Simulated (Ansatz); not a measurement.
# Structural relaxation of a frame of liquid hydrogen fluoride from 293 K (184 atoms), part 3 of 3

Wanted: the relaxed structure of a frame of liquid hydrogen fluoride from 293 K (184 atoms) and its electronic structure.

Ansatz 0.2.0; Kohn-Sham DFT, r2SCAN, PAW (set soft_2), plane waves.

The cell: 92 F and 92 H. The starting topology of bonds comes from the classical model. Only the Γ point is sampled, in a cell whose shortest periodic width is 14 Å.

So far, density (g/cm³): step 4 (structure statistics after relaxation) 1.01.

**5. Single point at the relaxed geometry**

The electronic structure is read at the final geometry, in a run of its own.

input.yaml reads:

```yaml
crystal:
  lattice:
    - [14.46135, 0.0, 0.0]
    - [0.0, 14.46135, 0.0]
    - [0.0, 0.0, 14.46135]
  atoms:
    - { symbol: F, position: [0.22135, 0.4907, 0.99796] }
    - { symbol: H, position: [0.16002, 0.51354, 0.98493] }
    - { symbol: F, position: [0.06626, 0.55273, 0.96282] }
    - { symbol: H, position: [0.02102, 0.56357, 0.00999] }
    - { symbol: F, position: [0.86146, 0.37481, 0.11412] }
    - { symbol: H, position: [0.91905, 0.39061, 0.14528] }
    - { symbol: F, position: [0.11769, 0.42165, 0.60052] }
    - { symbol: H, position: [0.16615, 0.46524, 0.61636] }
    - { symbol: F, position: [0.04084, 0.86206, 0.26327] }
    - { symbol: H, position: [0.99832, 0.83319, 0.30646] }
    - { symbol: F, position: [0.66263, 0.89821, 0.36685] }
    - { symbol: H, position: [0.66792, 0.90173, 0.2997] }
    - { symbol: F, position: [0.65916, 0.6754, 0.1038] }
    - { symbol: H, position: [0.62543, 0.69087, 0.15955] }
    - { symbol: F, position: [0.23271, 0.15845, 0.84429] }
    - { symbol: H, position: [0.22579, 0.15911, 0.91103] }
    - { symbol: F, position: [0.72916, 0.25735, 0.22402] }
    - { symbol: H, position: [0.79306, 0.25729, 0.24346] }
    - { symbol: F, position: [0.33795, 0.35372, 0.59282] }
    - { symbol: H, position: [0.35503, 0.30943, 0.64034] }
    - { symbol: F, position: [0.03867, 0.42488, 0.4506] }
    - { symbol: H, position: [0.0724, 0.42385, 0.50827] }
    - { symbol: F, position: [0.7483, 0.93112, 0.8878] }
    - { symbol: H, position: [0.76982, 0.86786, 0.8871] }
    - { symbol: F, position: [0.55391, 0.13113, 0.14713] }
    - { symbol: H, position: [0.52851, 0.07866, 0.18045] }
    - { symbol: F, position: [0.83568, 0.09038, 0.15418] }
    - { symbol: H, position: [0.83218, 0.07144, 0.21864] }
    - { symbol: F, position: [0.9878, 0.1895, 0.61543] }
    - { symbol: H, position: [0.94025, 0.20716, 0.65967] }
    - { symbol: F, position: [0.2434, 0.91192, 0.36617] }
    - { symbol: H, position: [0.24905, 0.92894, 0.43074] }
    [... 146 atom lines left out ...]
    - { symbol: F, position: [0.99988, 0.75493, 0.98086] }
    - { symbol: H, position: [0.99927, 0.7395, 0.9148] }
    - { symbol: F, position: [0.4565, 0.00457, 0.5879] }
    - { symbol: H, position: [0.44914, 0.97592, 0.52783] }
    - { symbol: F, position: [0.49917, 0.77535, 0.42575] }
    - { symbol: H, position: [0.56287, 0.75485, 0.42487] }
kpoints:
  mp_grid: { grid: [1, 1, 1] }
hamiltonian:
  xc: r2scan
scf:
  occupations: { method: fermi_dirac, width: 0.05 }
output:
  forces: true
  stress: true
  populations: true
  dos:
    method: { smearing: { sigma: 0.15 } }
    de: 0.1
    projected: { site_lists: { F: [F], H: [H] } }
  eigenvalues: true
  write_density: true
  write_potential: true
  volumetric_format: npy
```

Command:

```bash
> ansatz run input.yaml --threads 8 --pin off --max-ram 15872MiB --backend cpu --events-out ev --progress --plain --runs-dir out
```

What it wrote:

```text
[...]
Crystal: 184 atoms, lattice volume = 3024.311 Å³
Basis set: ecut = 500 eV, 76813 PW (Γ), exchange–correlation on 432×432×432 points (64 copies of the dense FFT grid, shifted against one another)
Bands: 552, of which v1, the nominal top of the filled ones, is band 368 counted from 1 (367 counted from 0)
Symmetry: 1 space group operations
[...]
k-points: 1
[...]
SCF iter   1: F=—  HF=-75996.958021 eV  |F-HF|=—  |Δ(HF+E_count)|=         —  Δρ=7.25e-3  dr2=1.38e0  dr2_τ=6.39e0  ethr=1.77e-3  ⟨swp⟩=5.0  Hψ=2103  notcnv=0  defer=165
[...]
SCF iter   8: F=-75996.445198 eV  HF=-75996.445198 eV  |F-HF|=1.53e-8  |Δ(HF+E_count)|=   4.75e-7  Δρ=2.05e-6  dr2=6.21e-8  dr2_τ=1.00e-8  ethr=1.36e-11  ⟨swp⟩=25.0  Hψ=6152  notcnv=0
SCF 1 converged in 8 iterations: F = -75996.445198 eV  dr2 = 6.21e-8
[...]
WARN: The output density's exchange-correlation potential varies sharply where the density is thin. Do not read a vacuum level from v_tot or v_xc, or from such a field of the output density. On a cell that repeats whose density bears no net charge and no dipole along the vacuum's axis use v_es (v_loc + v_h of the components); [...]
SCF converged after 8 iterations
Free energy (F): -75996.445198 eV
[...]
Internal energy: -75996.445198 eV  (E = F + TS)
E sigma→0 (E₀):  -75996.445198 eV
Fermi energy:    -2.679187 eV
[...]
--- Forces (eV/Å), atoms counted from 1 ---
  atom   1  F     -0.00062139    -0.00210060    -0.00144635
  atom   2  H      0.00256309     0.00072445     0.00091041
  atom   3  F      0.00026583    -0.00267450    -0.00194079
  atom   4  H     -0.00095092     0.00108992     0.00220440
  atom   5  F      0.00503428    -0.00074476     0.00188671
  atom   6  H     -0.00411433    -0.00150774    -0.00370029
  atom   7  F      0.00497917     0.00332649     0.00585762
  atom   8  H     -0.00400213    -0.00172720    -0.00253024
  atom   9  F      0.00059942    -0.00167887    -0.00083264
  atom  10  H     -0.00149522    -0.00102009     0.00196959
  atom  11  F     -0.00140723     0.00027440    -0.00645635
  atom  12  H      0.00001792     0.00014296     0.00767063
  atom  13  F      0.00090165    -0.00001323     0.00166327
  atom  14  H      0.00086129    -0.00087312    -0.00166642
[...]
atom 183  F     -0.02508741     0.00779041    -0.00524766
  atom 184  H      0.03019432    -0.00840972     0.00513078
  max |Σ_I F_I| component: 8.60e-5 eV/Å
--- Stress (GPa, compression-positive) ---
       -0.181378       0.037497       0.005766
        0.037497      -0.121878      -0.041224
        0.005766      -0.041226      -0.169257
  P = ⅓ Tr σ = -0.1575 GPa (-1.575 kbar)
--- Band table (eV) ---
[...]
--- Löwdin populations: 184 sites ---
  site symbol       q [e]
     0      F      7.4381
     1      H      0.5028
     2      F      7.4354
[...]
183      H      0.5102
  spilling = 0.006448 (of n_electrons = 736.000000)
```

The job ended after 2.1 min (8 threads of Intel Xeon at 2.70GHz, shared host; peak memory 8.6 GiB).

The program notes that the exchange-correlation potential is rough where the density is thin.

Read from the output:

```yaml
free_energy: -75996.4452 eV
free_energy_per_atom: -413.0242 eV/atom
scf_cycles: 8
pressure: -0.1575 GPa
r_m_s_force_component: 0.00389 eV/Å
longest_force: 0.03176 eV/Å
fermi_energy: -2.679 eV
spacing_of_highest_filled_and_lowest_empty_level: 8.972 eV
spilling_of_the_projection: 0.006448
```

Löwdin charges by element (they lack the spilled electrons, 0.026 e an atom on average):

| element | coordination | atoms | mean charge (e) | spread | least | most |
| --- | --- | --- | --- | --- | --- | --- |
| F | all | 92 | -0.438 | 0.0046 | -0.448 | -0.426 |
| H | all | 92 | 0.490 | 0.0032 | 0.482 | 0.497 |

States in the cell by windows of 1 eV, zero at the Fermi level; the larger projections on atomic orbitals stand beside the total:

| from (eV) | to (eV) | total | F p | H s |
| --- | --- | --- | --- | --- |
| -18 | -11 | 0.0 | 0.0 | 0.0 |
| -11 | -10 | 43.1 | 32.3 | 8.6 |
| -10 | -9 | 49.3 | 38.3 | 7.7 |
| -9 | -8 | 44.0 | 36.0 | 4.4 |
| -8 | -7 | 47.6 | 40.8 | 2.9 |
| -7 | -6 | 0.6 | 0.6 | 0.0 |
| -6 | -5 | 189.8 | 188.6 | 0.4 |
| -5 | -4 | 177.6 | 176.9 | 0.1 |
| -4 | 4 | 0.0 | 0.0 | 0.0 |
| 4 | 5 | 2.0 | 0.1 | 1.3 |

Between -26 and -18 eV lie 55 more states.

The stored curve holds about 607 of the 736 electrons; the rest, give or take the few that broadening carries across the Fermi level, lie in deeper levels below its range.

The levels nearest the highest filled one (over half full), pooled over k-points and spins:

| level less the highest filled one (eV) | occupation |
| --- | --- |
| -0.0661 | 2 |
| -0.0481 | 2 |
| -0.0434 | 2 |
| -0.0416 | 2 |
| -0.0202 | 2 |
| 0 | 2 |
| 8.97 | 0 |
| 9.77 | 0 |
| 9.79 | 0 |
| 9.89 | 0 |
| 9.97 | 0 |
| 10.00 | 0 |

Electrostatic potential energy in the ac plane at fractional y = 0.248, with atoms of F and H within 0.2 Å of it. With pseudopotentials it is smooth inside the atoms' cores, unlike the true potential.

Ten even steps from '0' (-40 eV) to '9' (4 eV), each cell a mean:
```
99989999999999999999856899999999999999999
99999999999999999999722799999999999986699
99999999999999999999986898899999999950059
99999999999999999999999998852489999986689
99779999999999999999999999964599999844899
98558899999999988999999999987899997314899
99988447899999400399999999853799994003899
99998500069999521599999999500489998668889
99999841169999989999999999611588999999889
99999866899999999999999999999888999999999
99998403899999999999999999999999999999999
99995002899999999999999999999999999999999
99996214999999999999999999999999999999999
99999999999999999999999999999999999999999
99999999999999999999999999999999999998999
99999999999999999999999999999999999875799
99988999999756999999999999999999998511699
99852689999624999999999999998545357200499
99874799999999999999999999994000358867999
99999999999999999999999999998547999999999
99999999999999999999999999985258999999999
42389999999999999999999999961058999999998
10179999999999999999999999920039999999998
87899999999999999999999999985589999999999
```
Columns run along a (14.5 Å; values clipped at the 3rd and 97th percentile), rows up along c (14.5 Å). Atoms in or near the plane, at fractional coordinates: F at (0.73, 0.22), H at (0.79, 0.24), F at (0.89, 0.27), F at (0.14, 0.50), H at (0.16, 0.56), F at (0.87, 0.73), F at (0.68, 0.66), F at (0.70, 0.06), H at (0.71, 0.13), H at (0.10, 0.25), F at (0.18, 0.66), H at (0.14, 0.71), F at (0.03, 0.07), F at (0.39, 0.71) and more.

Valence density in the ac plane at fractional y = 0.248, with atoms of F and H within 0.2 Å of it. It is the smooth field of the valence electrons, not physical close to the nuclei.

Values in units of 1e0 e/Å³, 13 rows by 16 columns, each cell a mean:
```
0.0 0.1 0.0 0.0 0.0 0.0 0.0 0.1 0.8 0.2 0.0 0.0 0.0 0.1 0.4 0.2
0.0 0.1 0.0 0.0 0.0 0.0 0.0 0.1 0.6 0.3 0.5 0.8 0.1 0.1 2.8 1.2
0.5 0.8 0.1 0.0 0.0 0.0 0.1 0.0 0.0 0.0 0.7 1.4 0.1 0.3 0.7 0.1
0.2 0.5 0.9 0.7 0.0 1.5 5.0 0.2 0.0 0.0 0.9 0.8 0.1 2.7 3.7 0.1
0.1 0.1 2.9 3.6 0.1 0.4 1.0 0.1 0.0 0.1 3.3 2.6 0.1 0.1 0.2 0.2
0.1 0.2 1.0 0.2 0.0 0.0 0.0 0.0 0.0 0.0 0.1 0.1 0.1 0.0 0.0 0.1
0.0 1.0 6.2 0.4 0.0 0.0 0.0 0.0 0.0 0.0 0.0 0.0 0.0 0.0 0.1 0.1
0.0 0.1 0.2 0.0 0.0 0.0 0.0 0.0 0.0 0.0 0.0 0.0 0.1 0.0 0.3 0.3
0.0 0.2 0.0 0.0 0.3 0.3 0.0 0.0 0.0 0.0 0.0 0.0 0.0 0.2 1.1 0.1
0.1 1.1 0.3 0.1 1.3 1.1 0.0 0.0 0.0 0.0 0.1 2.8 1.4 1.2 5.9 0.4
0.0 0.1 0.0 0.0 0.1 0.0 0.0 0.0 0.0 0.0 0.1 2.8 1.1 0.1 0.1 0.0
2.6 0.5 0.0 0.0 0.0 0.0 0.0 0.0 0.0 0.0 0.6 2.5 0.2 0.0 0.0 0.2
3.0 0.6 0.0 0.1 0.0 0.0 0.0 0.0 0.0 0.0 1.2 4.3 0.2 0.0 0.0 0.2
```
Columns run along a (14.5 Å), rows up along c (14.5 Å). Atoms in or near the plane, at fractional coordinates: F at (0.73, 0.22), H at (0.79, 0.24), F at (0.89, 0.27), F at (0.14, 0.50), H at (0.16, 0.56), F at (0.87, 0.73), F at (0.68, 0.66), F at (0.70, 0.06), H at (0.71, 0.13), H at (0.10, 0.25), F at (0.18, 0.66), H at (0.14, 0.71), F at (0.03, 0.07), F at (0.39, 0.71) and more.

Mean Löwdin charges: F -0.44, H +0.49 e (they miss 0.64 % of the electrons, so they add up to more than the cell's charge). The largest share in the top eV of filled states is F p (100 % of the projected weight), and in the lowest eV of empty states H s (78 % of the projected weight).

Local excerpt of 11 atoms (numbers count through the whole input) about F101, picked at random; x, y, z are measured from there.

| atom | x | y | z | distance (Å) | Löwdin charge (e) |
| --- | --- | --- | --- | --- | --- |
| F101 | 0.00 | 0.00 | 0.00 | 0.00 | -0.43 |
| H102 | -0.45 | 0.59 | -0.63 | 0.97 | 0.49 |
| H180 | -0.02 | 0.41 | 1.37 | 1.43 | 0.49 |
| F179 | -0.01 | 0.63 | 2.32 | 2.41 | -0.44 |
| F47 | -1.08 | 1.41 | -1.67 | 2.44 | -0.44 |
| H48 | -0.43 | 1.82 | -2.25 | 2.93 | 0.49 |
| F151 | -2.67 | 0.94 | 0.86 | 2.96 | -0.45 |
| F177 | 0.15 | 3.04 | 0.45 | 3.08 | -0.44 |
| F3 | 0.95 | -2.29 | 2.06 | 3.23 | -0.44 |
| H152 | -3.15 | 0.11 | 1.03 | 3.32 | 0.49 |
| H118 | -0.82 | 1.77 | 2.69 | 3.32 | 0.48 |

**6. What came out**

```json
{
  "energy change in the relaxation": "-83.88 meV/atom",
  "r.m.s. displacement": "1.7 Å",
  "largest displacement": "3.344 Å",
  "free energy per atom": "-413.0242 eV/atom",
  "pressure": "-0.1575 GPa",
  "r.m.s. force component": "0.00389 eV/Å",
  "gap (highest filled to lowest empty level)": "8.972 eV",
  "wall time of the 3 DFT runs": "74 min"
}
```

What this shows: Relaxation lowers the energy by 83.9 meV/atom and moves atoms by 1.7 Å r.m.s.; the r.m.s. force component goes from 0.72 to 0.0039 eV/Å, the pressure goes from 2.2 to -0.16 GPa, and the gap from 8.27 to 8.97 eV. First to last step the energy falls by 15.433 eV; the largest move, 3.34 Å, is that of F93, with 1 other atom within 2 % of it. Between filled and empty levels lie 8.97 eV (at Γ alone); a semilocal functional tends to put such gaps too low. In a disordered cell it changes from sample to sample and from frame to frame.

Caveats: The starting topology of bonds comes from the classical model; in DFT atoms moved by 1.7 Å r.m.s.

[Logs are printed without paths, hosts, clocks, repeated set-up lines and the standing remarks that a program may print on its own settings, such as how far it seeks lower states.]

[Hosts, paths, dates, database ids (printed as entryN), source tags and the programs' standing remarks are cut or masked in the printed files.]
